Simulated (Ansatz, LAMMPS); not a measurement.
# Li+ BF4- in gamma-butyrolactone and acetonitrile and diethyl carbonate, from a frame at 440 K (102 atoms): geometry optimisation

How does Li+ BF4- in gamma-butyrolactone and acetonitrile and diethyl carbonate, from a frame at 440 K (102 atoms) relax, and what do bonds, charges and levels look like afterwards?

Method: Kohn-Sham DFT, PBE+D4, PAW (set soft_2), plane waves, in Ansatz 0.2.0.

## Step 1: Starting point

The cell holds 102 atoms: 30 C, 12 O, 50 H, 4 N, 1 B, 4 F and 1 Li. Its edges and angles: a = 10.796 Å, b = 10.796 Å, c = 10.796 Å, α = 90.0°, β = 90.0°, γ = 90.0°. 3 gamma-butyrolactone, 4 acetonitrile, 2 diethyl carbonate, 1 Li+, 1 BF4- placed at random, at 0.993 g/cm³; overlaps pushed apart, then 10 ps at 550 K with stiff harmonic cages for PF6 and BF4 with UFF radii; Joung-Cheatham ions (J. Phys. Chem. B 112, 9020 (2008)); MMFF94 bonds, angles, torsions, charges and radii (Halgren, J. Comput. Chem. 17, 490 (1996)) in harmonic and 12-6 forms; charges of ions scaled by 0.8. Snapshot after 30 ps at 440 K and fixed volume.

Before any run, some limits are plain. The network of contacts between molecules at the start is that of the classical potential that made the cell. The density was typed from a rule of thumb and may lie off the real one at this temperature. The Brillouin zone is sampled at Γ only, in a cell whose shortest periodic width is 11 Å.

## Step 2: The classical run that made the cell

A classical potential makes the cell, at a small fraction of what the same run would cost in DFT.

This step: classical MD, stiff harmonic cages for PF6 and BF4 with UFF radii; Joung-Cheatham ions (J. Phys. Chem. B 112, 9020 (2008)); MMFF94 bonds, angles, torsions, charges and radii (Halgren, J. Comput. Chem. 17, 490 (1996)) in harmonic and 12-6 forms; charges of ions scaled by 0.8 (LAMMPS 22 Jul 2025 - Update 4).

The input, in.lmp:

```
# Li+ BF4- in gamma-butyrolactone and acetonitrile and diethyl carbonate
units real
atom_style full
boundary p p p
bond_style harmonic
angle_style harmonic
dihedral_style opls
improper_style harmonic
special_bonds lj 0 0 0.5 coul 0 0 0.75
read_data data.lmp
neigh_modify delay 0 every 1 check yes one 4000
comm_modify cutoff 12.0
timestep 0.5
thermo_style custom step time temp pe press density
thermo_modify norm yes
# push overlapping molecules apart
pair_style soft 2.6
pair_coeff * * 0.0
variable a equal ramp(1,60)
fix ad all adapt 1 pair soft a * * v_a
velocity all create 550 812181 mom yes dist gaussian
fix lim all nve/limit 0.03
fix lan all langevin 550 550 50 812182 zero yes
thermo 1000
run 3000 post no
unfix ad
pair_style lj/cut/coul/long 9.0
pair_modify mix arithmetic tail yes
pair_coeff 1 1 0.0678 3.3680   # C
pair_coeff 2 2 0.0763 3.0430   # O
pair_coeff 3 3 0.0678 3.4070   # C
pair_coeff 4 4 0.0763 2.9870   # O
pair_coeff 5 5 0.0216 2.5400   # H
pair_coeff 6 6 0.0678 3.5530   # C
# [... 22 lines left out ...]
compute msd all msd com yes
thermo 7500
fix md all nvt temp 440 440 100
run 30000 post no
print "== T440: mean square displacement over the hold $(c_msd[4]:%.2f) A^2"
unfix md
uncompute msd
write_dump all custom T440.dump id type xs ys zs modify sort id
```

Launch:

```sh
lmp -in in.lmp -log none -nocite
```

Numbers of over 12 decimals in the logs are rounded to 6 here.

Log:

```text
LAMMPS (22 Jul 2025 - Update 4)
Reading data file ...
  orthogonal box = (0 0 0) to (10.7961 10.7961 10.7961)
  102 atoms
  orthogonal box = (0 0 0) to (10.7961 10.7961 10.7961)
  100 bonds
  152 angles
  140 dihedrals
  5 impropers
WARNING: Bond/angle/dihedral extent > half of periodic box length
   Step          Time           Temp          PotEng         Press         Density
         0   0              550            0.050998577    3089.5956      0.99299912
      1000   500            527.17256      1.4578196      8347.8564      0.99299912
      2000   1000           528.41664      1.1948573      24388.46       0.99299912
      3000   1500           535.92398      1.2501286      21124.079      0.99299912
WARNING: Bond/angle/dihedral extent > half of periodic box length
Loop time of 0.224566 s on 1 MPI rank(s) for 3000 steps with 102 atoms
PPPM initialization ...
  G vector (1/distance) = 0.28997744
  grid = 6 6 6
  estimated relative force accuracy = 2.9137511e-05
WARNING: Bond/angle/dihedral extent > half of periodic box length
   Step          Time           Temp          PotEng         Press         Density
      3000   1500           535.92398     -1.0651689      11876.408      0.99299912
[... 17 lines left out ...]
Loop time of 0.760524 s on 1 MPI rank(s) for 2000 steps with 102 atoms
WARNING: Bond/angle/dihedral extent > half of periodic box length
   Step          Time           Temp          PotEng         Press         Density
      2000   1000           448.79709     -1.6256236      6025.3866      0.99299912
[... 5 lines left out ...]
WARNING: Bond/angle/dihedral extent > half of periodic box length
Loop time of 4.1605 s on 1 MPI rank(s) for 10000 steps with 102 atoms
WARNING: Bond/angle/dihedral extent > half of periodic box length
   Step          Time           Temp          PotEng         Press         Density
[... 4 lines left out ...]
WARNING: Bond/angle/dihedral extent > half of periodic box length
Loop time of 1.96922 s on 1 MPI rank(s) for 5000 steps with 102 atoms
WARNING: Bond/angle/dihedral extent > half of periodic box length
   Step          Time           Temp          PotEng         Press         Density
[... 2 lines left out ...]
     30000   29000          423.2494      -2.069698      -197.68757      0.99299912
     37500   36500          432.5136      -1.965926      -6367.9797      0.99299912
     45000   44000          463.67308     -2.0664425      10957.071      0.99299912
     47000   46000          426.75115     -2.1097351     -2181.1917      0.99299912
WARNING: Bond/angle/dihedral extent > half of periodic box length
Loop time of 11.8755 s on 1 MPI rank(s) for 30000 steps with 102 atoms
== T440: mean square displacement over the hold 17.04 A^2
```

It took 19 s on 1 thread of Arm Neoverse V1, shared host; peak memory 0.12 GiB.

The input also reads data.lmp (atoms, bonds and types; not printed here).

## Step 3: Single point at the start

A single point comes first, to see the forces before anything moves.

The input, input.yaml:

```yaml
crystal:
  lattice:
    - [10.7961, 0.0, 0.0]
    - [0.0, 10.7961, 0.0]
    - [0.0, 0.0, 10.7961]
  atoms:
    - { symbol: C, position: [0.19408, 0.3309, 0.14917] }
    - { symbol: C, position: [0.10132, 0.23894, 0.08915] }
    - { symbol: O, position: [0.04888, 0.27804, 0.97924] }
    - { symbol: C, position: [0.9545, 0.2033, 0.93604] }
    - { symbol: O, position: [0.90682, 0.1127, 0.99006] }
    - { symbol: O, position: [0.90592, 0.26227, 0.83595] }
    - { symbol: C, position: [0.82674, 0.19693, 0.76946] }
    - { symbol: C, position: [0.89421, 0.13534, 0.65804] }
    - { symbol: H, position: [0.28093, 0.34686, 0.10528] }
    - { symbol: H, position: [0.20784, 0.29051, 0.23933] }
    - { symbol: H, position: [0.1518, 0.42373, 0.17397] }
    - { symbol: H, position: [0.03247, 0.23057, 0.16154] }
    - { symbol: H, position: [0.14174, 0.14527, 0.08456] }
    - { symbol: H, position: [0.76651, 0.13364, 0.82843] }
    - { symbol: H, position: [0.75582, 0.26641, 0.73795] }
    - { symbol: H, position: [0.9351, 0.20052, 0.58977] }
    - { symbol: H, position: [0.8242, 0.08541, 0.61392] }
    - { symbol: H, position: [0.97409, 0.07693, 0.69156] }
    - { symbol: C, position: [0.01312, 0.4998, 0.59328] }
    - { symbol: C, position: [0.92937, 0.60566, 0.64014] }
    - { symbol: O, position: [0.95711, 0.7112, 0.56914] }
    - { symbol: C, position: [0.90439, 0.70744, 0.45092] }
    - { symbol: O, position: [0.85141, 0.61745, 0.4074] }
    - { symbol: O, position: [0.93964, 0.8109, 0.38585] }
    - { symbol: C, position: [0.91859, 0.80641, 0.25897] }
    - { symbol: C, position: [0.00248, 0.89628, 0.19494] }
    - { symbol: H, position: [0.97803, 0.41066, 0.62491] }
    - { symbol: H, position: [0.10843, 0.5041, 0.62703] }
    - { symbol: H, position: [0.03117, 0.48715, 0.49405] }
    - { symbol: H, position: [0.94934, 0.62203, 0.73675] }
    - { symbol: H, position: [0.83271, 0.58744, 0.62897] }
    - { symbol: H, position: [0.94318, 0.71517, 0.21906] }
    - { symbol: H, position: [0.81949, 0.82907, 0.23664] }
    - { symbol: H, position: [0.10286, 0.87054, 0.19891] }
    - { symbol: H, position: [0.99643, 0.98636, 0.2417] }
    - { symbol: H, position: [0.98092, 0.89575, 0.09715] }
    - { symbol: O, position: [0.58468, 0.23394, 0.56361] }
    - { symbol: C, position: [0.64315, 0.26012, 0.47581] }
    - { symbol: C, position: [0.69624, 0.38402, 0.44518] }
    - { symbol: C, position: [0.78199, 0.35215, 0.34062] }
    - { symbol: C, position: [0.7244, 0.23143, 0.28178] }
    - { symbol: O, position: [0.67524, 0.17731, 0.39055] }
    - { symbol: H, position: [0.62233, 0.44281, 0.41303] }
    - { symbol: H, position: [0.74013, 0.43638, 0.52108] }
    - { symbol: H, position: [0.78918, 0.43167, 0.29002] }
    - { symbol: H, position: [0.87042, 0.32636, 0.38154] }
    - { symbol: H, position: [0.64312, 0.2642, 0.22128] }
    - { symbol: H, position: [0.80091, 0.18533, 0.22615] }
    - { symbol: O, position: [0.62542, 0.55102, 0.06997] }
    - { symbol: C, position: [0.57754, 0.4889, 0.98586] }
    - { symbol: C, position: [0.53331, 0.35708, 0.99638] }
    - { symbol: C, position: [0.47732, 0.32141, 0.86582] }
    - { symbol: C, position: [0.51135, 0.43158, 0.78652] }
    - { symbol: O, position: [0.54867, 0.53427, 0.86542] }
    - { symbol: H, position: [0.61213, 0.29367, 0.02191] }
    - { symbol: H, position: [0.47622, 0.34377, 0.07205] }
    - { symbol: H, position: [0.5159, 0.23533, 0.83156] }
    - { symbol: H, position: [0.37561, 0.31062, 0.87409] }
    - { symbol: H, position: [0.59582, 0.41362, 0.72974] }
    - { symbol: H, position: [0.43829, 0.45922, 0.7245] }
    - { symbol: O, position: [0.14362, 0.30138, 0.43855] }
    - { symbol: C, position: [0.21464, 0.2228, 0.47682] }
    - { symbol: C, position: [0.27614, 0.24003, 0.60382] }
    - { symbol: C, position: [0.3128, 0.10728, 0.63144] }
    - { symbol: C, position: [0.32871, 0.06063, 0.50411] }
    - { symbol: O, position: [0.24112, 0.11768, 0.42346] }
    - { symbol: H, position: [0.35905, 0.29176, 0.57988] }
    - { symbol: H, position: [0.21463, 0.27745, 0.67253] }
    - { symbol: H, position: [0.38384, 0.09732, 0.69734] }
    - { symbol: H, position: [0.22773, 0.05717, 0.6558] }
    - { symbol: H, position: [0.42454, 0.08826, 0.47622] }
    - { symbol: H, position: [0.31584, 0.96476, 0.50876] }
    - { symbol: C, position: [0.45686, 0.9712, 0.23888] }
    - { symbol: C, position: [0.5235, 0.8753, 0.17449] }
    - { symbol: "N", position: [0.59953, 0.8044, 0.13458] }
    - { symbol: H, position: [0.47817, 0.97428, 0.33322] }
    - { symbol: H, position: [0.36185, 0.95686, 0.23779] }
    - { symbol: H, position: [0.48126, 0.06227, 0.19799] }
    [... 18 atom lines left out ...]
    - { symbol: B, position: [0.58603, 0.77544, 0.51374] }
    - { symbol: F, position: [0.62892, 0.88662, 0.57342] }
    - { symbol: F, position: [0.59787, 0.68994, 0.60364] }
    - { symbol: F, position: [0.63298, 0.75844, 0.39856] }
    - { symbol: F, position: [0.45666, 0.80098, 0.50905] }
    - { symbol: Li, position: [0.63227, 0.63259, 0.25024] }
kpoints:
  mp_grid: { grid: [1, 1, 1] }
hamiltonian:
  xc: pbe
  dispersion: d4
scf:
  occupations: { method: fermi_dirac, width: 0.05 }
output:
  forces: true
  stress: true
  populations: intrinsic
  dos:
    method: { smearing: { sigma: 0.08 } }
    de: 0.1
    projected: { site_lists: { B: [B], C: [C], F: [F], H: [H], Li: [Li] } }
  eigenvalues: true
```

Launch:

```sh
ansatz run input.yaml --threads 4 --pin off --max-ram 8192MiB --backend cpu --events-out ev --progress --plain --runs-dir out
```

Log:

```text
Engine: ansatz 0.2.0, aarch64-unknown-linux-gnu
Pseudopotentials: kind: paw
Pseudopotential: C, paw, valence charge 4, recommended cutoff 420 eV (normal), C.paw.azcp
Pseudopotential: O, paw, valence charge 6, recommended cutoff 420 eV (normal), O.paw.azcp
Pseudopotential: H, paw, valence charge 1, recommended cutoff 420 eV (normal), H.paw.azcp
Pseudopotential: N, paw, valence charge 5, recommended cutoff 420 eV (normal), N.paw.azcp
Pseudopotential: B, paw, valence charge 3, recommended cutoff 420 eV (normal), B.paw.azcp
Pseudopotential: F, paw, valence charge 7, recommended cutoff 420 eV (normal), F.paw.azcp
Pseudopotential: Li, paw, valence charge 3, recommended cutoff 420 eV (normal), Li.paw.azcp
[... 5 lines on functional and potentials left out ...]
Crystal: 102 atoms, lattice volume = 1258.348 Å³
Basis set: ecut = 420 eV, 24573 PW (Γ), exchange–correlation on 150×150×150 points (8 copies of the dense FFT grid, shifted against one another)
Bands: 250, of which v1, the nominal top of the filled ones, is band 148 counted from 1 (147 counted from 0)
Symmetry: 1 space group operations
Space group: P1 (ITA 1), of the structure as read, at distance tolerance 1.1e-4 Å
k-points: 1
[... 15 lines on functional and potentials left out ...]
Initial density: superposition of atomic densities (neutral atoms: chi_scale 0, normalization atom), corrected by the library's trained network
Initial wavefunctions: pseudopotential atomic-orbital guess
Functional: x = pbe(κ = 0.804, μ = 0.219515), c = pbe(β = 0.066725)
SCF iter   1: F=—  HF=-20267.102591 eV  |F-HF|=—  |Δ(HF+E_count)|=         —  Δρ=4.90e-3  dr2=4.12e-1  ethr=1.77e-3  ⟨swp⟩=6.0  Hψ=1143  notcnv=0  defer=41
preconditioner: auto → Resta (q_TF=auto, 2.144 Å⁻¹)  ε∞=2.3  [insulator: Δε(μ)=4.777 eV  Ē_g=15.287 eV  σ=0.050 eV  W_gap=1.00  n_scr=202 (ndim 8)  ℏωp=17.6 eV  f_vac=0.301  D(μ)=0.00/eV (n_scr^D=0)  ε∞_Penn≈2.3]
SCF iter   2: F=—  HF=-20267.030400 eV  |F-HF|=—  |Δ(HF+E_count)|=   7.22e-2  Δρ=2.62e-3  dr2=1.07e-1  ethr=1.39e-4  ⟨swp⟩=2.0  Hψ=431  notcnv=0  defer=95
SCF iter   3: F=—  HF=-20267.022343 eV  |F-HF|=—  |Δ(HF+E_count)|=   8.06e-3  Δρ=1.48e-3  dr2=4.39e-2  ethr=3.62e-5  ⟨swp⟩=4.0  Hψ=304  notcnv=0  defer=95
SCF iter   4: F=—  HF=-20267.015864 eV  |F-HF|=—  |Δ(HF+E_count)|=   6.48e-3  Δρ=6.90e-4  dr2=8.68e-3  ethr=1.48e-5  ⟨swp⟩=3.0  Hψ=293  notcnv=0  defer=95
SCF iter   5: F=—  HF=-20267.014535 eV  |F-HF|=—  |Δ(HF+E_count)|=   1.33e-3  Δρ=4.05e-4  dr2=2.51e-3  ethr=2.93e-6  ⟨swp⟩=2.0  Hψ=418  notcnv=0  defer=95
SCF iter   6: F=—  HF=-20267.014055 eV  |F-HF|=—  |Δ(HF+E_count)|=   4.80e-4  Δρ=1.22e-4  dr2=2.13e-4  ethr=8.47e-7  ⟨swp⟩=2.0  Hψ=291  notcnv=0  defer=95
SCF iter   7: F=—  HF=-20267.014039 eV  |F-HF|=—  |Δ(HF+E_count)|=   1.58e-5  Δρ=6.89e-5  dr2=5.85e-5  ethr=7.19e-8  ⟨swp⟩=2.0  Hψ=299  notcnv=0  defer=95
SCF iter   8: F=—  HF=-20267.012603 eV  |F-HF|=—  |Δ(HF+E_count)|=   1.44e-3  Δρ=2.17e-5  dr2=5.91e-6  ethr=1.98e-8  ⟨swp⟩=2.0  Hψ=299  notcnv=0  defer=95
SCF iter   9: F=—  HF=-20267.012603 eV  |F-HF|=—  |Δ(HF+E_count)|=   8.90e-7  Δρ=1.23e-5  dr2=2.14e-6  ethr=2.00e-9  ⟨swp⟩=2.0  Hψ=294  notcnv=0  defer=95
SCF iter  10: F=—  HF=-20267.012603 eV  |F-HF|=—  |Δ(HF+E_count)|=   6.28e-8  Δρ=4.01e-6  dr2=2.33e-7  ethr=7.23e-10  ⟨swp⟩=2.0  Hψ=299  notcnv=0  defer=95
SCF iter  11: F=-20267.012603 eV  HF=-20267.012603 eV  |F-HF|=2.19e-8  |Δ(HF+E_count)|=   1.22e-8  Δρ=2.01e-6  dr2=5.26e-8  ethr=3.38e-11  ⟨swp⟩=16.0  Hψ=1678  notcnv=0
SCF 1 converged in 11 iterations: F = -20267.012603 eV  dr2 = 5.26e-8
  greatest PAW one-centre occupation: 1.000 electrons in one spin orbital (limit 2), on the Li atom at site 101 (counted from 0), in its partial waves of l = 0
SCF converged after 11 iterations
Free energy (F): -20267.012603 eV
Harris-Foulkes:  -20267.012603 eV  (|F-HF|=2.19e-8)
Internal energy: -20267.012603 eV  (E = F + TS)
E sigma→0 (E₀):  -20267.012603 eV
Fermi energy:    0.393558 eV
--- Per-component energies (eV) ---
  E_band       = -2712.050198
  E_kinetic    = 6927.414027
  E_local      = -26429.106687  (includes V_loc(G=0)·N_el)
  E_nonlocal   = 1943.405288
  E_hartree    = 10053.662484
  E_xc         = -3358.470294
  E_vxc        = -4230.995046  (∫ρ·V_xc dr)
  E_paw        = -6321.103491  (= ΣΔE_a)
  E_vpaw       = -1030.064686  (= ΣTr[D̂ρ^β])
  E_aug_tail   = -0.030723  (compensation charges beyond the density's cutoff)
  E_ewald      = -3078.450223
  E_disp       = -4.332984  (pairwise vdW)
  E_smearing   = -0.000000  (= −TS)
  E_closure    = 0.000000  (closes the sum)
  Σ components = -20267.012603   (vs F -20267.012603, Δ=0.00e0)
--- Forces (eV/Å), atoms counted from 1 ---
  atom   1  C     -1.78676135     0.54328078     0.09186382
  atom   2  C      1.45219956     0.08713469     2.38152337
  atom   3  O     -1.13998024    -0.59024166    -1.96226695
  atom   4  C     -1.08290802     0.14929510     1.80926613
  atom   5  O      1.58250585     1.75878612    -1.31098694
  atom   6  O      3.47554031     1.56146142     3.18375596
  atom   7  C     -3.58142385    -1.40991335    -2.75750539
  atom   8  C      0.99829565     0.77394770     1.38521929
  atom   9  H      0.80546087     0.02120999    -0.75099636
  atom  10  H      0.44321209    -0.27571157     0.54036141
  atom  11  H      0.18320624    -0.84050716    -0.66631559
  atom  12  H     -0.82821273    -0.15707688     0.21228461
  atom  13  H      0.15708758     0.09677094    -0.42183947
  atom  14  H      1.00436912     0.08883505    -0.69038718
[...]
atom 101  F     -1.25421526    -0.37172785    -1.18458228
  atom 102  Li    -0.29865553     0.28654837    -0.35185199
  max |Σ_I F_I| component: 1.84e-4 eV/Å
--- Stress (GPa, compression-positive) ---
        0.092979       0.403709       0.298015
        0.403709       1.878729      -0.760502
        0.298014      -0.760502       0.922526
  P = ⅓ Tr σ = 0.9647 GPa (9.647 kbar)
--- Band table (eV) ---
  k-point 0: bands = ["-46.0952", "-25.4285", "-24.5083", "-24.2615", [... 234 levels ...], "9.5530", "9.6101", "9.6646", "9.7094", "9.7592", "9.8472", "9.8999", "9.9359", "9.9953", "10.0302", "10.1266", "10.1505"]
--- intrinsic populations: 102 sites ---
  site symbol       q [e]
     0      C      4.5288
     1      C      4.1209
     2      O      6.3128
[...]
101     Li      2.2298
  spilling = 0.000000 (of n_electrons = 296.000000)
```

Elapsed: 18 s, on 4 threads of Arm Neoverse V1, shared host; peak memory 1.3 GiB; 63 s of CPU time.

The run gave:

| Quantity | Value |
| --- | --- |
| free energy | -20267.0126 eV |
| free energy per atom | -198.6962 eV/atom |
| SCF cycles | 11 |
| pressure | 0.9647 GPa |
| r.m.s. force component | 1.225 eV/Å |
| longest force | 5.535 eV/Å |
| Fermi energy | 0.3936 eV |
| gap (highest filled to lowest empty level) | 4.234 eV |

The r.m.s. force component of 1.2 eV/Å and the pressure of 0.96 GPa set the starting point.

Neighbours are counted within 1.34 Å (H-C), 1.85 Å (C-C), 1.73 Å (C-O), 1.62 Å (C-N), 2.52 Å (O-Li), 1.72 Å (F-B), 2.46 Å (F-Li), 2.65 Å (N-Li).

Length of the force by element and coordination:

```
element  coordination  atoms  mean length of the force (eV/Å)  spread  least   most
      B           all      1                             4.60       0   4.60   4.60
      C           all     30                             2.39    1.18  0.275   5.54
      C             2      4                             3.67    1.38   2.10   5.54
      C             3      5                             2.23    1.03   1.05   4.00
      C             4     21                             2.18    1.01  0.275   4.73
      F           all      4                             2.04   0.575   1.55   3.02
      F             1      3                             2.11   0.648   1.55   3.02
      F             2      1                             1.82       0   1.82   1.82
      H           all     50                             1.04   0.620  0.318   3.13
     Li           all      1                            0.543       0  0.543  0.543
      N           all      4                             3.04    1.22  0.972   4.12
      N             1      2                             3.54  0.0865   3.46   3.63
      N             2      2                             2.54    1.57  0.972   4.12
      O           all     12                             2.51    1.13  0.813   4.97
      O             1      4                             2.14    1.19  0.813   3.81
      O             2      8                             2.69    1.06  0.896   4.97
```

(Continued in part 2 of 4.)

[Logs are printed without paths, hosts, clocks, repeated set-up lines and the standing remarks that a program may print on its own settings, such as how far it seeks lower states.]

[Hosts, paths, dates, database ids (printed as entryN), source tags and the programs' standing remarks are cut or masked in the printed files.]

[The MMFF94 radii named for the starting cell were scaled by 0.96; in molecules described by MMFF94, hydrogen bound to N, O or S took a small fixed 12-6 site in their place.]
